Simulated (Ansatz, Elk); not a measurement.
**Bonding as seen by X-rays: Al3AgP**

The structure of Al3AgP used here is made up (a known structure type with other elements) and was relaxed beforehand with PBEsol. The aim is the Fourier transform of its all-electron density, F(hkl), set beside the sum over free spherical atoms that refinements use.

Main program and level: Elk 11.2.3 (patched build); DFT, PBE, all-electron APW+lo, Dirac cores, scalar-relativistic bands, static density, no spin.

The structure was built from a prototype and need not be the compound's stable phase.

### Step 1. Starting point

The structure is cubic, space group Pm-3m (No. 221). Conventional cell: a = 4.658 Å, b = 4.658 Å, c = 4.658 Å, α = 90.00°, β = 90.00°, γ = 90.00°. Ag has 12 Al at 3.29 Å nearest. Nearest to P lie 6 Al at 2.33 Å. Nearest to Al lie 2 P at 2.33 Å and 8 Al at 3.29 Å and 4 Ag at 3.29 Å. Farther neighbours are not listed.

### Step 2. Ground state and structure factors

An all-electron density is needed, since X-rays see the cores too. Task 0 finds the density and task 195 Fourier-transforms it; tshift is off so that phases refer to the origin typed.

File elk.in:

```
tasks
  0
  195

xctype
  20

spinpol
  .false.

rgkmax
  7.0

gmaxvr
  14.0

lmaxo
  7

lmaxapw
  8

swidth
  0.002

tshift
  .false.

ramdisk
  .false.

hmaxvr
  5.5

maxscl
  120

epspot
  1e-06

sppath
  './'

avec
  8.80281555696 0.00000000000 -0.00000000000
  -0.00000000000 8.80281555696 -0.00000000000
  -0.00000000000 -0.00000000000 8.80281555696

atoms
  3
  'Ag.in'
  1
  -0.0000000000 0.0000000000 0.0000000000   0.000000 0.000000 0.000000
  'P.in'
  1
  0.5000000000 0.5000000000 0.5000000000   0.000000 0.000000 0.000000
  'Al.in'
  3
  0.5000000000 0.0000000000 0.5000000000   0.000000 0.000000 0.000000
  0.5000000000 0.5000000000 0.0000000000   0.000000 0.000000 0.000000
  -0.0000000000 0.5000000000 0.5000000000   0.000000 0.000000 0.000000

ngridk
  5 5 5
```

Launch:

```console
$ OMP_NUM_THREADS=4 elk
```

Numbers of over 12 decimals in the logs are rounded to 6 here.

Log:

```text
┌─────────────────────────┐
│ Elk code version 11.2.3 │
└─────────────────────────┘

All units are atomic (Hartree, Bohr, etc.)

┌─────────────────────────────────────────────────┐
│ Ground-state run starting from atomic densities │
└─────────────────────────────────────────────────┘

Lattice vectors :
   8.802815557       0.000000000      -0.000000000
  -0.000000000       8.802815557      -0.000000000
  -0.000000000      -0.000000000       8.802815557

Reciprocal lattice vectors :
  0.7137699599       0.000000000       0.000000000
   0.000000000      0.7137699599       0.000000000
   0.000000000       0.000000000      0.7137699599

Unit cell volume      :    682.1263195
Brillouin zone volume :   0.3636426368

Muffin-tin inner radius fraction :   0.1000000000E-01

Nuclei treated as point charges

Species : 1 (Ag)
 parameters loaded from : Ag.in
 name : silver
 nuclear charge    :   -47.00000000
 electronic charge :    47.00000000
 atomic mass :    196631.6998
 muffin-tin radius :    2.600000000
 number of radial points in muffin-tin :   1193
 inner part over the whole radius :   0.9869554211E-02
 number on inner part of muffin-tin    :    849
 approximate nuclear radius :   0.8648227117E-04
 number of mesh points to nuclear radius :    425
 atomic positions (lattice), magnetic fields (Cartesian) :
  1 :   0.00000000  0.00000000  0.00000000    0.00000000  0.00000000  0.00000000

Species : 2 (P)
 parameters loaded from : P.in
 name : phosphorus
 nuclear charge    :   -15.00000000
 electronic charge :    15.00000000
 atomic mass :    56461.71230
 muffin-tin radius :    2.175703889
 number of radial points in muffin-tin :    793
 inner part over the whole radius :   0.9829712991E-02
 number on inner part of muffin-tin    :    553
 approximate nuclear radius :   0.6081821256E-04
 number of mesh points to nuclear radius :    249
 atomic positions (lattice), magnetic fields (Cartesian) :
  1 :   0.50000000  0.50000000  0.50000000    0.00000000  0.00000000  0.00000000

Species : 3 (Al)
 parameters loaded from : Al.in
 name : aluminium
 nuclear charge    :   -13.00000000
 electronic charge :    13.00000000
 atomic mass :    49184.33496
 muffin-tin radius :    2.175703889
 number of radial points in muffin-tin :    793
 inner part over the whole radius :   0.9854438997E-02
 number on inner part of muffin-tin    :    552
 approximate nuclear radius :   0.5839653600E-04
 number of mesh points to nuclear radius :    244
 atomic positions (lattice), magnetic fields (Cartesian) :
  1 :   0.50000000  0.00000000  0.50000000    0.00000000  0.00000000  0.00000000
  2 :   0.50000000  0.50000000  0.00000000    0.00000000  0.00000000  0.00000000
  3 :   0.00000000  0.50000000  0.50000000    0.00000000  0.00000000  0.00000000

Total number of atoms per unit cell :    5
Total muffin-tin volume :    246.1852889
 ratio of muffin-tin to unit cell volume :   0.3609086497

Spin treatment :
 spin-unpolarised

Number of Bravais lattice symmetries :   48
Number of crystal symmetries         :   48
Crystal has inversion symmetry
Real symmetric eigensolver will be used

k-point grid :      5     5     5
k-point offset :    0.000000000       0.000000000       0.000000000
k-point set is reduced with full crystal symmetry group
Total number of k-points :       10

Muffin-tin radius times maximum |G+k| :    7.000000000
 using average radius
Maximum |G+k| for APW functions       :    3.096573577
Maximum (1/2)|G+k|²                   :    4.794383959
Maximum |G| for potential and density :    14.00000000
Constant for pseudocharge density :    9
 order of it for each species :   16  16  16
 order of it for pair densities of each species (exact exchange by exxq0 0: 17) :   13   9   9
Radial integration step length :    1

G-vector grid sizes :     40    40    40
Number of G-vectors :    31463

Maximum angular momentum used for
 APW functions            :    8
 outer part of muffin-tin :    7
 inner part of muffin-tin :    2

Total nuclear charge    :   -101.0000000
[...]
electron entropic           :    -0.67659433223689E-03
 total energy                :     -6388.7672092824

Density of states at Fermi energy :    45.60743954
 (states/Hartree/unit cell)

Estimated indirect band gap :   0.9944595468E-02
 from k-point 7 to k-point 3
Estimated direct band gap   :   0.1588344556E-01
 at k-point 7

Charges :
 core                        :    50.00000000
 valence                     :    51.00000000
 interstitial                :    8.239791196
 muffin-tins (core leakage)
  species : 1 (Ag)
   atom 1                    :    45.25546138     ( -0.3322482875E-06)
  species : 2 (P)
[...]
species : 3 (Al)
[...]
total in muffin-tins        :    92.76020880
 total calculated charge     :    100.9974417
 total charge                :    101.0000000
 error                       :   0.2558272146E-02

RMS change in Kohn-Sham potential (target) :   0.5654793608     (  0.1000000000E-05)
Absolute change in total energy (target)   :   0.3852265083     (  0.1000000000E-03)

[... loops 3 to 14 left out ...]

┌──────────────────┐
│ Loop number : 15 │
└──────────────────┘

Energies :
 Fermi                       :     0.201455
 sum of occupied eigenvalues :     -3766.5000552640
 electron kinetic            :      6636.6152411780
 core electron kinetic       :      6244.1214646519
 Coulomb                     :     -12795.875231331
 Coulomb potential           :     -10106.046499821
 nuclear-nuclear             :     -699.41617490806
 electron-nuclear            :     -14100.179633744
 Hartree                     :      2003.7205773216
 Madelung                    :     -7742.8519814205
 xc potential                :     -297.06879662152
 exchange                    :     -223.90391231174
 correlation                 :     -4.622821
 electron entropic           :    -0.49898951751579E-03
 total energy                :     -6387.7872222424

Density of states at Fermi energy :    31.44132253
 (states/Hartree/unit cell)

Estimated indirect band gap :   0.9493896634E-02
 from k-point 9 to k-point 3
Estimated direct band gap   :   0.1958748351E-01
 at k-point 7

Charges :
 core                        :    50.00000000
 valence                     :    51.00000000
 interstitial                :    8.159780452
 muffin-tins (core leakage)
  species : 1 (Ag)
[...]
species : 2 (P)
[...]
species : 3 (Al)
[...]
total in muffin-tins        :    92.84021955
 total calculated charge     :    100.9975600
 total charge                :    101.0000000
 error                       :   0.2439960453E-02

RMS change in Kohn-Sham potential (target) :   0.2803089137E-06 (  0.1000000000E-05)
Absolute change in total energy (target)   :   0.1375790816E-04 (  0.1000000000E-03)

Convergence targets achieved

┌──────────────────┐
│ Loop number : 16 │
└──────────────────┘

Energies :
 Fermi                       :     0.201455
 sum of occupied eigenvalues :     -3766.5000467758
 electron kinetic            :      6636.6152452137
 core electron kinetic       :      6244.1214570922
 Coulomb                     :     -12795.875229312
 Coulomb potential           :     -10106.046500999
 nuclear-nuclear             :     -699.41617490806
 electron-nuclear            :     -14100.179628415
 Hartree                     :      2003.7205740107
 Madelung                    :     -7742.8519788125
 xc potential                :     -297.06879099021
 exchange                    :     -223.90391217501
 correlation                 :     -4.622821
 electron entropic           :    -0.49899104209217E-03
 total energy                :     -6387.7872160672

Density of states at Fermi energy :    31.44145547
 (states/Hartree/unit cell)

Estimated indirect band gap :   0.9493863169E-02
 from k-point 9 to k-point 3
Estimated direct band gap   :   0.1958749930E-01
 at k-point 7

Charges :
 core                        :    50.00000000
 valence                     :    51.00000000
 interstitial                :    8.159781163
 muffin-tins (core leakage)
  species : 1 (Ag)
[...]
species : 2 (P)
[...]
species : 3 (Al)
   atom 1                    :    11.15798542     (  0.5309181112E-03)
   atom 2                    :    11.15798542     (  0.5309181112E-03)
   atom 3                    :    11.15798542     (  0.5309181112E-03)
 total in muffin-tins        :    92.84021884
 total calculated charge     :    100.9975600
 total charge                :    101.0000000
 error                       :   0.2439960229E-02

┌──────────────────────────────┐
│ Self-consistent loop stopped │
└──────────────────────────────┘

Warning : core states of species 2 leak from the muffin-tin :   0.3735048855E-03

Warning : core states of species 3 leak from the muffin-tin :   0.5309181112E-03

Wrote STATE.OUT
```

Run time: 22 s. Hardware: 4 threads of Arm Neoverse V1, shared host; peak memory 0.18 GiB; 42 s of CPU time.

SFACRHO.OUT:

```text

h k l indices transformed by vhmat matrix:
   1.000000000       0.000000000       0.000000000    
   0.000000000       1.000000000       0.000000000    
   0.000000000       0.000000000       1.000000000    

      h      k      l  multipl.   |H|            Re(F)            Im(F)           |F|

      0      0      0      1   0.0000000       101.00000      0.84045840E-17   101.00000    
      0     -1      0      6  0.71376996       19.308580      0.99231582E-14   19.308580    
     -1      0      1     12   1.0094232       42.689996     -0.19813264E-14   42.689996    
      1      1      1      8   1.2362858       56.069412      0.42064588E-14   56.069412    
      0      0     -2      6   1.4275399       73.882686     -0.16581515E-13   73.882686    
     -1      0     -2     24   1.5960382       17.580142      0.22304444E-13   17.580142    
     -1      1     -2     24   1.7483722       34.981190      0.94477895E-14   34.981190    
      2      2      0     12   2.0188463       64.054606      0.31468773E-13   64.054606    
      2     -2      1     24   2.1413099       15.487106     -0.90897285E-14   15.487106    
      0      0      3      6   2.1413099       15.161180      0.83829023E-14   15.161180    
     -3      1      0     24   2.2571388       31.165116     -0.14461900E-14   31.165116    
     -1     -1     -3     24   2.3673071       43.434088     -0.14204042E-13   43.434088    
      2     -2     -2      8   2.4725717       57.839309     -0.14213695E-13   57.839309    
     -2     -3      0     24   2.5735342       13.744100     -0.15826563E-13   13.744100    
     -2      1      3     48   2.6706826       28.431079      0.12787716E-13   28.431079    
      4      0      0      6   2.8550798       53.272934      0.25963192E-13   53.272934    
      3      2     -2     24   2.9429489       12.708668     -0.96126376E-14   12.708668    
     -4      0     -1     24   2.9429489       12.645167      0.95285656E-14   12.645167
```

Elk indexes on the primitive cell of elk.in and gives |H| = 4π sin θ/λ in inverse bohr. Below, one row stands for each form hkl of the conventional cell (m members, Friedel mates merged), F is for one primitive cell and the density is static (no thermal factor). Free-atom factors are Waasmaier and Kirfel's, and R is Σm||F|−|F'||/Σm|F|.

```
hkl   m  sin θ/λ (Å⁻¹)  abs F, DFT  neutral atoms   diff.
100   6          0.107      19.309         19.619  -0.310
110  12          0.152      42.690         42.607  +0.083
111   8          0.186      56.069         56.505  -0.436
200   6          0.215      73.883         74.094  -0.212
210  24          0.240      17.580         17.668  -0.087
211  24          0.263      34.981         35.270  -0.289
220  12          0.304      64.055         64.273  -0.218
221  24          0.322      15.487         15.322  +0.165
300   6          0.322      15.161         15.322  -0.161
310  24          0.339      31.165         31.126  +0.039
311  24          0.356      43.434         43.416  +0.018
222   8          0.372      57.839         57.954  -0.115
320  24          0.387      13.744         13.678  +0.067
321  48          0.402      28.431         28.427  +0.004
400   6          0.429      53.273         53.180  +0.093
322  24          0.443      12.709         12.594  +0.115
410  24          0.443      12.645         12.594  +0.051
411  24          0.455      26.601         26.505  +0.096
```

### Step 3. The highest occupied states alone

An energy window below the Fermi level keeps the highest occupied states, to see at which angles they scatter; shallow core shells can lie inside it and anion s states outside. No new self-consistency is needed.

elk.in: that of step 2 with these lines changed.

```diff
@@ -1,3 +1,2 @@
 tasks
-  0
   195
@@ -40,2 +39,5 @@
 
+wsfac
+  -0.166040 0.501460
+
 sppath
```

Launch:

```console
$ OMP_NUM_THREADS=4 elk
```

Log:

```text
┌─────────────────────────────────┐
│ Elk code version 11.2.3 started │
└─────────────────────────────────┘

Info(readinput): the functional depends on the density's gradient
 muffin-tin radial points multiplied by    2.00000
 (not where nrmtscf is given)

┌────────────────────┐
│ Current task : 195 │
└────────────────────┘
Info(checkmt): changed muffin-tin radius of species 2 (P) from   2.2000 to   2.1757
Info(checkmt): changed muffin-tin radius of species 3 (Al) from   2.2000 to   2.1757

Info(sfacrho): density structure factors written to SFACRHO.OUT

 Energy window :  -0.1660400000      0.5014600000

┌──────────────────┐
│ Elk code stopped │
└──────────────────┘
```

The job ended after 12 s (4 threads; peak memory 0.19 GiB; 13 s of CPU time).

States within 10 eV below the Fermi level hold 23.00 electrons; any levels below the window count with the cores. Their amplitudes can exceed the total, where window and core parts have opposite phase:

```
hkl  sin θ/λ (Å⁻¹)  abs F, window  abs F, all
100          0.107          4.956      19.309
110          0.152          7.584      42.690
111          0.186          5.242      56.069
200          0.215          5.258      73.883
210          0.240          3.549      17.580
211          0.263          3.248      34.981
220          0.304          1.978      64.055
221          0.322          2.170      15.487
300          0.322          1.911      15.161
310          0.339          1.658      31.165
```

### Step 4. Another functional

The difference from free atoms is small, so it is set against the change that PBEsol makes.

elk.in: that of step 3 with these lines changed.

```diff
@@ -1,2 +1,3 @@
 tasks
+  0
   195
@@ -4,3 +5,3 @@
 xctype
-  20
+  22
 
@@ -39,5 +40,2 @@
 
-wsfac
-  -0.166040 0.501460
-
 sppath
```

Launch:

```console
$ OMP_NUM_THREADS=4 elk
```

Log:

```text
┌─────────────────────────┐
│ Elk code version 11.2.3 │
└─────────────────────────┘

All units are atomic (Hartree, Bohr, etc.)

┌─────────────────────────────────────────────────┐
│ Ground-state run starting from atomic densities │
└─────────────────────────────────────────────────┘

Lattice vectors :
   8.802815557       0.000000000      -0.000000000
  -0.000000000       8.802815557      -0.000000000
  -0.000000000      -0.000000000       8.802815557

Reciprocal lattice vectors :
  0.7137699599       0.000000000       0.000000000
[...]
species : 3 (Al)
[...]
atom 2                    :    11.15508048     (  0.5416328816E-03)
   atom 3                    :    11.15508048     (  0.5416328816E-03)
 total in muffin-tins        :    92.82237385
 total calculated charge     :    100.9975259
 total charge                :    101.0000000
 error                       :   0.2474081419E-02

┌──────────────────────────────┐
│ Self-consistent loop stopped │
└──────────────────────────────┘

Warning : core states of species 2 leak from the muffin-tin :   0.3776685928E-03

Warning : core states of species 3 leak from the muffin-tin :   0.5416328816E-03

Wrote STATE.OUT
[key lines of the parts left out:]
total energy                :     -6383.2681520727
```

Run time: 22 s. Hardware: 4 threads; peak memory 0.19 GiB; 42 s of CPU time.

Against the first run R = 0.04 %; the largest change is -0.030 at 200.

### Step 5. A coarser k-mesh

About half the k-points along each axis test the sampling.

elk.in: that of step 4 with these lines changed.

```diff
@@ -5,3 +5,3 @@
 xctype
-  22
+  20
 
@@ -63,2 +63,2 @@
 ngridk
-  5 5 5
+  2 2 2
```

Launch:

```console
$ OMP_NUM_THREADS=4 elk
```

Log:

```text
┌─────────────────────────┐
│ Elk code version 11.2.3 │
└─────────────────────────┘

All units are atomic (Hartree, Bohr, etc.)

┌─────────────────────────────────────────────────┐
│ Ground-state run starting from atomic densities │
└─────────────────────────────────────────────────┘

Lattice vectors :
   8.802815557       0.000000000      -0.000000000
  -0.000000000       8.802815557      -0.000000000
  -0.000000000      -0.000000000       8.802815557

Reciprocal lattice vectors :
  0.7137699599       0.000000000       0.000000000
[...]
species : 3 (Al)
[...]
atom 2                    :    11.15526236     (  0.5305659910E-03)
   atom 3                    :    11.15526236     (  0.5305659910E-03)
 total in muffin-tins        :    92.79248922
 total calculated charge     :    100.9975393
 total charge                :    101.0000000
 error                       :   0.2460652804E-02

┌──────────────────────────────┐
│ Self-consistent loop stopped │
└──────────────────────────────┘

Warning : core states of species 2 leak from the muffin-tin :   0.3689344870E-03

Warning : core states of species 3 leak from the muffin-tin :   0.5305659910E-03

Wrote STATE.OUT
[key lines of the parts left out:]
total energy                :     -6387.8148003215
```

Wall time 18 s (4 threads); peak memory 0.19 GiB; 29 s of CPU time.

Against the first run R = 0.02 %; the largest change is -0.171 at 200.

### Step 6. Settings against the effect

```
          run  R against the first run (%)  R against neutral atoms, low angle (%)  wall time
PBE, rgkmax 7                         0.00                                    0.60       22 s
       PBEsol                         0.04                                    0.62       22 s
 k-mesh 2×2×2                         0.02                                    0.62       18 s
```

### Step 7. Summary of results

```json
{
  "R against neutral atoms, sin θ/λ < 0.3 Å⁻¹": "0.60 %",
  "R against neutral atoms, 0.3 to 0.82 Å⁻¹": "0.19 %"
}
```

Independent neutral atoms miss the calculated amplitudes by R = 0.60 % below 0.3 Å⁻¹ and 0.19 % from there to 0.82 Å⁻¹; by shells, 1.61 % below 0.15 Å⁻¹ (1 form), 0.55 % 0.15 to 0.3 (5 forms), 0.26 % 0.3 to 0.45 (11 forms), 0.18 % above 0.45 (57 forms). Bonding, aspherical density and the tables' own atoms all enter these figures, and the runs don't part them. The largest change of an amplitude is -0.44 electrons, at 111. The window's part falls from 23.0 electrons at the origin to at most 0.37 between 0.45 and 0.82 Å⁻¹. Below 0.3 Å⁻¹ the changes that finished (PBEsol and k-mesh 2×2×2) move F by R = 0.09 % at most, against the 0.60 % that separates it from free atoms. A single amplitude moves by up to 0.17 electrons, against 0.44 for the largest difference from free atoms. The basis has no finished test. These runs have no spin, though d or f shells may be open. Part of the difference isn't bonding: the tables are fits to free atoms and ions calculated by other methods than this functional. Thermal motion, anomalous dispersion and extinction are left out.

[Logs are printed without paths, hosts, clocks, repeated set-up lines and the standing remarks that a program may print on its own settings, such as how far it seeks lower states.]

[Hosts, paths, dates, database ids (printed as entryN), source tags and the programs' standing remarks are cut or masked in the printed files.]
